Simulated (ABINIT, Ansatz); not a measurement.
Entries from a set of simulations; values are calculated unless marked as measured.

**AlGa3N4 (P-43m): G0W0 with ABINIT, start to end**

It takes space group P-43m (No. 215, cubic). Conventional cell: a = 4.472 Å, b = 4.472 Å, c = 4.472 Å, α = 90.00°, β = 90.00°, γ = 90.00°. Nearest to Al lie 4 N at 1.89 Å. Nearest to Ga lie 4 N at 1.95 Å. Nearest to N lie 1 Al at 1.89 Å and 3 Ga at 1.95 Å. Farther neighbours, and contacts between anions beyond the nearest, are not listed.

```
Al Ga N
1.0
     4.47169    0.00000    0.00000
     0.00000    4.47169    0.00000
     0.00000    0.00000    4.47169
Al Ga N
1 3 4
Direct
  0.00000 0.00000 0.00000
  0.50000 0.50000 0.00000
  0.50000 0.00000 0.50000
  0.00000 0.50000 0.50000
  0.75571 0.75571 0.24429
  0.75571 0.24429 0.75571
  0.24429 0.75571 0.75571
  0.24429 0.24429 0.24429
```

```yaml
method: RPA screening on PBEsol, plane waves, norm-conserving pseudopotentials (and 2 further levels or steps)
program: ABINIT 10.8.3
settings: cutoff 45 Ha, PseudoDojo scalar-relativistic 0.4 stringent, norm-conserving, ngkpt (2, 2, 2), nband 188, ecuteps 6.5 Ha, inclvkb 2, shiftk (0, 0, 0), symchi 1, awtr 1, frequency ppm, 2×2×2 k-mesh
cost: 5 runs, 14 min in all on 4 MPI ranks of Intel Xeon Platinum 8259CL at 2.50GHz (Skylake/Cascade Lake), shared host
notes: The cell and positions are those that the Materials Project relaxed with its own functionals (PBE, PBE+U or r2SCAN), kept fixed. Limits: no spin-orbit coupling. The 2×2×2 mesh is coarse for this cell, which bears on the long-range parts of exchange and screening.
pbesol_gap: 2.30 eV, direct
g0w0_gap_on_the_mesh: 3.23 eV
gw_settings: 2×2×2 mesh, 188 bands, screening to 176.9 eV, Godby-Needs plasmon pole
known_limits: short of the basis limit; no spin-orbit coupling; coarse k mesh
```

G0W0 moves the gap on the mesh from 2.30 eV to 3.23 eV (+0.93 eV), with Z of 0.80 and 0.82 at the edges. Local fields lower the RPA ε∞ on this mesh from 8.70 to 8.06; a Γ-centred mesh this coarse tends to raise both, most where the direct gap is narrow, while a short band sum lowers them.

[Long decimals in the printed logs are rounded to 6 places.]

[Logs are printed without paths, hosts, clocks, repeated set-up lines and the standing remarks that a program may print on its own settings, such as how far it seeks lower states.]

[Paths, hosts, dates, memory and timing lines, banners, echoed tables and standing remarks are left out of the program output; an Ansatz launch command may be rebuilt from the run's recorded settings. Measured values are a selection of at most five: reports struck by readers or far from the other reports are left out. None is set beside runs whose start may be inverted or whose files or cutoffs have a known fault.]

[Runs of the session that timed out or met a known fault of the program may be left out.]

[Hosts, paths, dates, database ids (printed as entryN), source tags and the programs' standing remarks are cut or masked in the printed files.]

[G0W0 gaps are taken among the corrected bands and points alone; a level outside them can change the order at an edge.]

[Where Ansatz stands beside ABINIT at settings called matched, ABINIT's density can come from a denser mesh and the files from another edition; pairs whose starting gaps differed by over 0.03 eV were left out, so agreement reads better than it is.]
